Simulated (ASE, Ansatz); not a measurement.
# Nb(100)/C(110) interface (68 atoms): support functions against a reference

Aim: test how closely localised support functions follow the reference on Nb(100)/C(110) interface (68 atoms), and at what cost. A setting counts as converged where the r.m.s. difference of forces stays under 1 % of the r.m.s. force.

Calculated with Ansatz 0.2.0; Kohn-Sham DFT, PBE, PAW (set soft_2), plane waves.

## (1) Starting point

The cell holds 68 atoms: 20 Nb and 48 C. Cell: a = 7.134 Å, b = 7.567 Å, c = 22.999 Å, α = 90.0°, β = 90.0°, γ = 90.0°. It derives from Nb and C. Bcc Nb(100), 4 repeat layers, 5 surface cells, strained -3.32 and +2.54 %; diamond-structure C(110), 4 layers, 6 cells, -0.00 and -0.00 %; outer planes 2.25 Å apart, 12 Å of vacuum above; not relaxed, displaced by a Gaussian of 0.02 Å. Regions: Nb, 20 atoms (20 Nb); C, 48 atoms (48 C). Vacuum lies along c.

Limits known from the start: The host structure and its lattice constant were typed by rule, without a check against the phase diagram. Beside vacuum, support functions can miss their usual error bounds without a warning.

## (2) Plane-wave single point

The first run fixes the reference, at a cutoff of 420 eV.

File input.yaml:

```yaml
crystal:
  lattice:
    - [7.134, 0.0, 0.0]
    - [0.0, 7.5667, 0.0]
    - [0.0, 0.0, 22.99872]
  atoms:
    - { symbol: Nb, position: [0.79981, 0.40563, 0.2618] }
    - { symbol: Nb, position: [0.70201, 0.09712, 0.33325] }
    - { symbol: Nb, position: [0.80358, 0.39919, 0.40535] }
    - { symbol: Nb, position: [0.49664, 0.50216, 0.47631] }
    - { symbol: Nb, position: [0.59373, 0.799, 0.26069] }
    - { symbol: Nb, position: [0.50224, 0.49287, 0.33338] }
    - { symbol: Nb, position: [0.60003, 0.79903, 0.40593] }
    - { symbol: Nb, position: [0.29942, 0.9028, 0.47594] }
    - { symbol: Nb, position: [0.40012, 0.19633, 0.25926] }
    - { symbol: Nb, position: [0.29542, 0.89974, 0.33327] }
    - { symbol: Nb, position: [0.40286, 0.19813, 0.40444] }
    - { symbol: Nb, position: [0.10378, 0.29955, 0.47592] }
    - { symbol: Nb, position: [0.20122, 0.59769, 0.26085] }
    - { symbol: Nb, position: [0.09343, 0.30016, 0.33104] }
    - { symbol: Nb, position: [0.19694, 0.60128, 0.40454] }
    - { symbol: Nb, position: [0.89839, 0.69485, 0.47696] }
    - { symbol: Nb, position: [0.99416, 3.0e-05, 0.26052] }
    - { symbol: Nb, position: [0.90145, 0.70018, 0.33186] }
    - { symbol: Nb, position: [0.00027, 0.00102, 0.40397] }
    - { symbol: Nb, position: [0.7012, 0.10359, 0.47665] }
    - { symbol: C, position: [0.54247, 0.75222, 0.5747] }
    - { symbol: C, position: [0.17363, 0.59019, 0.57396] }
    - { symbol: C, position: [0.29501, 0.59151, 0.63072] }
    - { symbol: C, position: [0.42284, 0.76136, 0.63098] }
    - { symbol: C, position: [0.54523, 0.75342, 0.68244] }
    - { symbol: C, position: [0.17288, 0.59129, 0.68435] }
    - { symbol: C, position: [0.29057, 0.59192, 0.73763] }
    - { symbol: C, position: [0.4224, 0.75756, 0.73871] }
    - { symbol: C, position: [0.54982, 0.09119, 0.57341] }
    - { symbol: C, position: [0.17447, 0.92187, 0.57399] }
    - { symbol: C, position: [0.29651, 0.92572, 0.62988] }
    - { symbol: C, position: [0.42094, 0.09233, 0.6319] }
    - { symbol: C, position: [0.54842, 0.08959, 0.68446] }
    - { symbol: C, position: [0.17365, 0.92621, 0.68356] }
    - { symbol: C, position: [0.29629, 0.92412, 0.73841] }
    - { symbol: C, position: [0.41816, 0.09168, 0.73837] }
    - { symbol: C, position: [0.04287, 0.75901, 0.5751] }
    - { symbol: C, position: [0.67522, 0.58905, 0.57477] }
    - { symbol: C, position: [0.79556, 0.59172, 0.62945] }
    - { symbol: C, position: [0.91689, 0.76126, 0.62951] }
    - { symbol: C, position: [0.05147, 0.75763, 0.68545] }
    - { symbol: C, position: [0.67001, 0.5913, 0.68543] }
    - { symbol: C, position: [0.79646, 0.58862, 0.73795] }
    - { symbol: C, position: [0.9235, 0.75901, 0.74018] }
    - { symbol: C, position: [0.54179, 0.42537, 0.57511] }
    - { symbol: C, position: [0.17094, 0.25496, 0.57562] }
    - { symbol: C, position: [0.29903, 0.2591, 0.62986] }
    - { symbol: C, position: [0.41779, 0.41993, 0.62931] }
    - { symbol: C, position: [0.54747, 0.42081, 0.68615] }
    - { symbol: C, position: [0.16907, 0.25794, 0.68386] }
    - { symbol: C, position: [0.29329, 0.25826, 0.74041] }
    - { symbol: C, position: [0.41902, 0.41565, 0.73864] }
    - { symbol: C, position: [0.05254, 0.09253, 0.57442] }
    - { symbol: C, position: [0.67004, 0.92692, 0.57425] }
    - { symbol: C, position: [0.79405, 0.92602, 0.62792] }
    - { symbol: C, position: [0.92219, 0.09177, 0.62887] }
    - { symbol: C, position: [0.05258, 0.08873, 0.6859] }
    - { symbol: C, position: [0.67362, 0.91988, 0.68419] }
    - { symbol: C, position: [0.79724, 0.92428, 0.73898] }
    - { symbol: C, position: [0.9206, 0.09237, 0.73837] }
    - { symbol: C, position: [0.05247, 0.42664, 0.57488] }
    - { symbol: C, position: [0.67256, 0.25299, 0.57459] }
    - { symbol: C, position: [0.79852, 0.25338, 0.62906] }
    - { symbol: C, position: [0.91809, 0.42242, 0.62986] }
    - { symbol: C, position: [0.04771, 0.42251, 0.6846] }
    - { symbol: C, position: [0.66818, 0.25875, 0.68378] }
    - { symbol: C, position: [0.79326, 0.25833, 0.73821] }
    - { symbol: C, position: [0.92287, 0.42659, 0.73719] }
kpoints:
  mp_grid: { grid: [2, 2, 1] }
hamiltonian:
  xc: pbe
scf:
  occupations: { method: fermi_dirac, width: 0.05 }
output:
  forces: true
  populations: true
  dos:
    method: { smearing: { sigma: 0.1 } }
    de: 0.1
    projected:
      site_lists:
        C: [20, 21, 22, 23, 24, 25, 26, 27, 28, 29, 30, 31, 32, 33, 34, 35, 36, 37, 38, 39, 40, 41, 42, 43, 44, 45, 46, 47, 48, 49, 50, 51, 52, 53, 54, 55, 56, 57, 58, 59, 60, 61, 62, 63, 64, 65, 66, 67]
        Nb: [0, 1, 2, 3, 4, 5, 6, 7, 8, 9, 10, 11, 12, 13, 14, 15, 16, 17, 18, 19]
  eigenvalues: true
  write_density: true
  write_potential: true
  volumetric_format: npy
  elf: true
```

Command:

```console
$ ansatz run input.yaml --threads 4 --pin off --max-ram 8192MiB --backend cpu --events-out ev --progress --plain --runs-dir out
```

Numbers of over 12 decimals in the logs are rounded to 6 here.

Log:

```text
Engine: ansatz 0.2.0, aarch64-unknown-linux-gnu
Pseudopotentials: kind: paw
Pseudopotential: Nb, paw, valence charge 13, recommended cutoff 420 eV (normal), Nb.paw.azcp
Pseudopotential: C, paw, valence charge 4, recommended cutoff 420 eV (normal), C.paw.azcp
[... 5 lines on functional and potentials left out ...]
Crystal: 68 atoms, lattice volume = 1241.490 Å³
Basis set: ecut = 420 eV, 24235 PW (Γ), exchange–correlation on 96×108×320 points (8 copies of the dense FFT grid, shifted against one another)
Bands: 294, of which v1, the nominal top of the filled ones, is band 226 counted from 1 (225 counted from 0)
Symmetry: 1 space group operations
Space group: P1 (ITA 1), of the structure as read, at distance tolerance 1.1e-4 Å
k-points: 4
[... 5 lines on functional and potentials left out ...]
Initial density: superposition of atomic densities (neutral atoms: chi_scale 0, normalization atom), corrected by the library's trained network
Initial wavefunctions: pseudopotential atomic-orbital guess
Functional: x = pbe(κ = 0.804, μ = 0.219515), c = pbe(β = 0.066725)
SCF iter   1: F=—  HF=-103037.653336 eV  |F-HF|=—  |Δ(HF+E_count)|=         —  Δρ=2.38e-2  dr2=1.48e2  ethr=1.77e-3  ⟨swp⟩=10.0  Hψ=6537  notcnv=0  defer=47
preconditioner: auto → LDOS  [metal: Δε(μ)=0.004 eV  Ē_g=8.321 eV  σ=0.050 eV  W_gap=0.02  n_scr=252 (ndim 8)  ℏωp=18.0 eV  f_vac=0.380  D(μ)=37.43/eV (n_scr^D=264)  β→1.0]
SCF iter   2: F=—  HF=-103035.909827 eV  |F-HF|=—  |Δ(HF+E_count)|=    1.74e0  Δρ=1.68e-2  dr2=5.00e1  ethr=1.77e-3  ⟨swp⟩=2.0  Hψ=1615  notcnv=0  defer=151
SCF iter   3: F=—  HF=-103035.259069 eV  |F-HF|=—  |Δ(HF+E_count)|=   6.51e-1  Δρ=4.34e-3  dr2=3.63e0  ethr=1.77e-3  ⟨swp⟩=2.8  Hψ=1564  notcnv=0  defer=140
SCF iter   4: F=—  HF=-103035.234548 eV  |F-HF|=—  |Δ(HF+E_count)|=   2.45e-2  Δρ=1.49e-3  dr2=8.31e-2  ethr=8.03e-4  ⟨swp⟩=1.2  Hψ=1195  notcnv=0  defer=149
SCF iter   5: F=—  HF=-103035.231828 eV  |F-HF|=—  |Δ(HF+E_count)|=   2.72e-3  Δρ=7.62e-4  dr2=3.29e-2  ethr=1.84e-5  ⟨swp⟩=2.0  Hψ=1320  notcnv=0  defer=149
SCF iter   6: F=—  HF=-103035.231417 eV  |F-HF|=—  |Δ(HF+E_count)|=   4.10e-4  Δρ=3.86e-4  dr2=7.81e-3  ethr=7.27e-6  ⟨swp⟩=1.5  Hψ=1030  notcnv=0  defer=149
SCF iter   7: F=—  HF=-103035.231346 eV  |F-HF|=—  |Δ(HF+E_count)|=   7.18e-5  Δρ=1.04e-4  dr2=5.52e-4  ethr=1.73e-6  ⟨swp⟩=2.0  Hψ=1554  notcnv=0  defer=149
SCF iter   8: F=—  HF=-103035.231331 eV  |F-HF|=—  |Δ(HF+E_count)|=   1.42e-5  Δρ=3.97e-5  dr2=5.94e-5  ethr=1.22e-7  ⟨swp⟩=2.0  Hψ=1549  notcnv=0  defer=149
SCF iter   9: F=—  HF=-103035.232595 eV  |F-HF|=—  |Δ(HF+E_count)|=   1.26e-3  Δρ=1.81e-5  dr2=9.03e-6  ethr=1.31e-8  ⟨swp⟩=2.0  Hψ=1348  notcnv=0  defer=149
SCF iter  10: F=—  HF=-103035.232597 eV  |F-HF|=—  |Δ(HF+E_count)|=   2.05e-6  Δρ=7.70e-6  dr2=1.39e-6  ethr=2.00e-9  ⟨swp⟩=2.0  Hψ=1425  notcnv=0  defer=149
SCF iter  11: F=—  HF=-103035.232597 eV  |F-HF|=—  |Δ(HF+E_count)|=   1.53e-7  Δρ=3.90e-6  dr2=5.19e-7  ethr=3.08e-10  ⟨swp⟩=2.0  Hψ=1416  notcnv=0  defer=149
SCF iter  12: F=-103035.232597 eV  HF=-103035.232597 eV  |F-HF|=5.23e-8  |Δ(HF+E_count)|=   2.34e-8  Δρ=1.49e-6  dr2=6.97e-8  ethr=2.21e-11  ⟨swp⟩=22.2  Hψ=10647  notcnv=0
SCF 1 converged in 12 iterations: F = -103035.232597 eV  dr2 = 6.97e-8
  greatest PAW one-centre occupation: 0.998 electrons in one spin orbital (limit 2), on the Nb atom at site 9 (counted from 0), in its partial waves of l = 0
WARN: The output density's exchange-correlation potential varies sharply where the density is thin. Do not read a vacuum level from v_tot or v_xc, or from such a field of the output density. On a cell that repeats whose density bears no net charge and no dipole along the vacuum's axis use v_es (v_loc + v_h of the components); [...]
SCF converged after 12 iterations
Free energy (F): -103035.232597 eV
Harris-Foulkes:  -103035.232597 eV  (|F-HF|=5.23e-8)
Internal energy: -103034.804839 eV  (E = F + TS)
E sigma→0 (E₀):  -103035.018718 eV
Entropy (-TS):   -0.427758 eV (-6.291 meV/atom)
Fermi energy:    5.926040 eV
--- Per-component energies (eV) ---
  E_band       = -4964.052319
  E_kinetic    = 12141.863740
  E_local      = -277236.545789  (includes V_loc(G=0)·N_el)
  E_nonlocal   = 3679.236412
  E_hartree    = 132988.434720
  E_xc         = -5780.775328
  E_vxc        = -7069.681596  (∫ρ·V_xc dr)
  E_paw        = -66217.996201  (= ΣΔE_a)
  E_vpaw       = -2455.781713  (= ΣTr[D̂ρ^β])
  E_aug_tail   = 0.000509  (compensation charges beyond the density's cutoff)
  E_ewald      = 97390.977098
  E_smearing   = -0.427758  (= −TS)
  E_closure    = -0.000000  (closes the sum)
  Σ components = -103035.232597   (vs F -103035.232597, Δ=0.00e0)
--- Forces (eV/Å), atoms counted from 1 ---
  atom   1  Nb    -0.14397396     0.00095027     0.44318940
  atom   2  Nb    -0.16544105     0.09836779    -0.52504113
  atom   3  Nb    -0.24632065    -0.01397401    -0.82160925
  atom   4  Nb     0.44014173     0.85633236     2.97872119
  atom   5  Nb    -0.04582962     0.04301412     0.56402251
  atom   6  Nb    -0.14372104     0.34084270    -0.46307067
  atom   7  Nb     0.00631383     0.08295544    -0.82050523
  atom   8  Nb     0.55062747    -0.32586554     2.80883111
  atom   9  Nb    -0.03269105     0.00341384     0.83992392
  atom  10  Nb     0.30257185    -0.04568018    -0.54849972
  atom  11  Nb    -0.26198641     0.18476147    -0.72890809
  atom  12  Nb    -0.60095578     0.37638275     2.96178323
  atom  13  Nb     0.04966999     0.02790522     0.57571304
  atom  14  Nb     0.50819519    -0.08561206    -0.27662915
[...]
atom  67  C      5.31129931    -0.25952355    -1.01067436
  atom  68  C     -5.33503853    -0.39735706    -0.58540239
  max |Σ_I F_I| component: 1.43e-4 eV/Å
--- Band table (eV) ---
  k-point 0: bands = ["-49.1735", "-49.1278", "-49.1032", "-49.0921", [... 278 levels ...], "9.6645", "9.7626", "9.7997", "9.8736", "9.8828", "9.9357", "9.9642", "9.9966", "10.0223", "10.0869", "10.1191", "10.2759"]
[...]
--- Löwdin populations: 68 sites ---
  site symbol       q [e]
     0     Nb     12.9406
     1     Nb     12.9306
     2     Nb     12.9782
[...]
67      C      3.9750
  spilling = 0.005049 (of n_electrons = 452.000000)
```

It took 69 s on 4 threads of Arm Neoverse V2, shared host; peak memory 6.3 GiB; 4.4 min of CPU time.

The program notes that the exchange-correlation potential is rough where the density is thin.

Numbers from this run:

```
free energy                             : -103035.2326 eV
free energy per atom                    : -1515.2240 eV/atom
SCF cycles                              : 12
r.m.s. force component                  : 1.633 eV/Å
longest force                           : 5.562 eV/Å
Fermi energy                            : 5.926 eV
levels partly filled by over 2 per cent : 34
spilling of the projection              : 0.005049
```

The r.m.s. force component of 1.6 eV/Å sets the scale for the differences below.

## (3) Support functions medium

With localised support functions most steps grow linearly with size, though the diagonalisation grows faster unless the density matrix is cut; this run measures error and cost at this size.

This step: Kohn-Sham DFT, PBE, PAW (set soft_2), localised support functions (medium) (Ansatz 0.2.0).

input.yaml, the sections that differ from step 2:

```yaml
scf:
  occupations: { method: fermi_dirac, width: 0.05 }
  eigensolver: { kind: { support_functions: { accuracy: medium } } }
  mixing: { beta: 0.2 }
  max_iter: 150
output:
  forces: true
# crystal, kpoints, hamiltonian: as in step 2
```

Log:

```text
Warning: scf.eigensolver.kind.support_functions: disabling space-group detection — the functions' gradient is summed over unrotated k-points, so no spatial operation reduces the k-mesh or symmetrises the density; time reversal is kept, so that k and −k are solved as one point where they differ and the mesh holds both, and exact exchange and, on two spinor components, a DFT+U term hold to it where the run has them: [...]
settings of this run that can trade accuracy for cost: scf.eigensolver.kind.support_functions [...]
[...]
Crystal: 68 atoms, lattice volume = 1241.490 Å³
Basis set: ecut = 420 eV, 24235 PW (Γ), exchange–correlation on 96×108×320 points (8 copies of the dense FFT grid, shifted against one another)
Bands: 272, of which v1, the nominal top of the filled ones, is band 226 counted from 1 (225 counted from 0)
Symmetry: 1 space group operations
k-points: 4
[...]
SCF iter   1: F=—  HF=-103064.491048 eV  |F-HF|=—  |Δ(HF+E_count)|=         —  Δρ=1.02e-1  dr2=9.76e2  ethr=1.00e-1
[...]
SCF iter  26: F=—  HF=-103035.408681 eV  |F-HF|=—  |Δ(HF+E_count)|=   7.26e-7  Δρ=1.41e-5  dr2=3.38e-6  ethr=1.09e-9  κ⁻¹=2.4e-5(r=7)
SCF iter  27: F=-103035.408682 eV  HF=-103035.408682 eV  |F-HF|=4.14e-7  |Δ(HF+E_count)|=   9.12e-7  Δρ=6.08e-6  dr2=8.35e-7  ethr=7.47e-10
SCF 1 converged in 27 iterations: F = -103035.424221 eV  dr2 = 8.35e-7
[...]
SCF converged after 27 iterations
Stability not checked: this state was not tested for a lower state beside it, because the mixer in use, unlike msr1, does not test its closes by its own steps (another_mixer; see scf.mixing.algorithm and scf.lower_state_search)
Free energy (F): -103035.424221 eV
[...]
Internal energy: -103034.997013 eV  (E = F + TS)
E sigma→0 (E₀):  -103035.210617 eV
Entropy (-TS):   -0.427208 eV (-6.282 meV/atom)
Fermi energy:    5.926202 eV
[...]
Σ components = -103035.424221   (vs F -103035.424221, Δ=0.00e0)
--- Forces (eV/Å), atoms counted from 1 ---
  atom   1  Nb    -0.14356126     0.00087182     0.44359300
  atom   2  Nb    -0.16526797     0.09846681    -0.52443664
  atom   3  Nb    -0.24621543    -0.01364753    -0.82216049
  atom   4  Nb     0.44038953     0.85676873     2.97808643
[...]
atom  68  C     -5.33435598    -0.39775929    -0.58600423
  max |Σ_I F_I| component: 1.58e-2 eV/Å
--- Band table (eV) ---
[...]
guard bands above this table: 33 of the run's 272 bands (output.publish_guard_bands: true publishes all)
[...]
```

It took 2.7 min on 4 threads; peak memory 2.7 GiB.

The program notes that the band table was not solved further than the SCF left it and it switched symmetry off.

Keys that differ from the reference: support_functions.accuracy = "medium", scf.max_iter = 150 and scf.mixing.beta = 0.2.

Forces differ from the reference by 0.58 meV/Å r.m.s., 0.036 % of their size, well within a tolerance of 1 %; the energy by -2.8 meV/atom. It took 2.7 min and 27 cycles; the reference's time can't be set against it, since the two runs asked for unlike analyses.

## (4) Support functions low

The cell is solved in localised support functions.

This step: Kohn-Sham DFT, PBE, PAW (set soft_2), localised support functions (low) (Ansatz 0.2.0).

input.yaml, the sections that differ from step 3:

```yaml
scf:
  occupations: { method: fermi_dirac, width: 0.05 }
  eigensolver: { kind: { support_functions: { accuracy: low } } }
  mixing: { beta: 0.2 }
  max_iter: 150
# crystal, kpoints, hamiltonian, output: as in step 3
```

Log:

```text
[...]
Crystal: 68 atoms, lattice volume = 1241.490 Å³
Basis set: ecut = 420 eV, 24235 PW (Γ), exchange–correlation on 96×108×320 points (8 copies of the dense FFT grid, shifted against one another)
Bands: 272, of which v1, the nominal top of the filled ones, is band 226 counted from 1 (225 counted from 0)
Symmetry: 1 space group operations
k-points: 4
[...]
SCF iter   1: F=—  HF=-103064.487581 eV  |F-HF|=—  |Δ(HF+E_count)|=         —  Δρ=1.02e-1  dr2=9.76e2  ethr=1.00e-1
[...]
SCF iter  23: F=—  HF=-103035.406375 eV  |F-HF|=—  |Δ(HF+E_count)|=   1.11e-3  Δρ=4.01e-5  dr2=2.07e-5  ethr=1.41e-8  κ⁻¹=8.6e-7(r=7)
SCF iter  24: F=-103035.407326 eV  HF=-103035.407328 eV  |F-HF|=1.57e-6  |Δ(HF+E_count)|=   9.53e-4  Δρ=1.73e-5  dr2=5.60e-6  ethr=4.58e-9
SCF 1 converged in 24 iterations: F = -103035.424145 eV  dr2 = 5.60e-6
[...]
SCF converged after 24 iterations
[...]
Free energy (F): -103035.424145 eV
[...]
Internal energy: -103034.997004 eV  (E = F + TS)
E sigma→0 (E₀):  -103035.210575 eV
Entropy (-TS):   -0.427142 eV (-6.281 meV/atom)
Fermi energy:    5.926160 eV
[...]
Σ components = -103035.424145   (vs F -103035.424145, Δ=0.00e0)
--- Forces (eV/Å), atoms counted from 1 ---
  atom   1  Nb    -0.14377861     0.00094385     0.44357135
  atom   2  Nb    -0.16509683     0.09832504    -0.52393825
  atom   3  Nb    -0.24634228    -0.01372184    -0.82259808
  atom   4  Nb     0.44015866     0.85680907     2.97826167
[...]
atom  68  C     -5.33486870    -0.39805302    -0.58671639
  max |Σ_I F_I| component: 1.60e-2 eV/Å
--- Band table (eV) ---
[...]
```

It took 2.5 min on 4 threads; peak memory 2.6 GiB.

Keys that differ from the reference: support_functions.accuracy = "low", scf.max_iter = 150 and scf.mixing.beta = 0.2.

Forces differ from the reference by 0.64 meV/Å r.m.s., 0.039 % of their size, well within a tolerance of 1 %; the energy by -2.8 meV/atom. It took 2.5 min and 24 cycles; the reference's time can't be set against it, since the two runs asked for unlike analyses.

(Part 1 of 2 ends here.)

[Logs are printed without paths, hosts, clocks, repeated set-up lines and the standing remarks that a program may print on its own settings, such as how far it seeks lower states.]

[Hosts, paths, dates, database ids (printed as entryN), source tags and the programs' standing remarks are cut or masked in the printed files.]
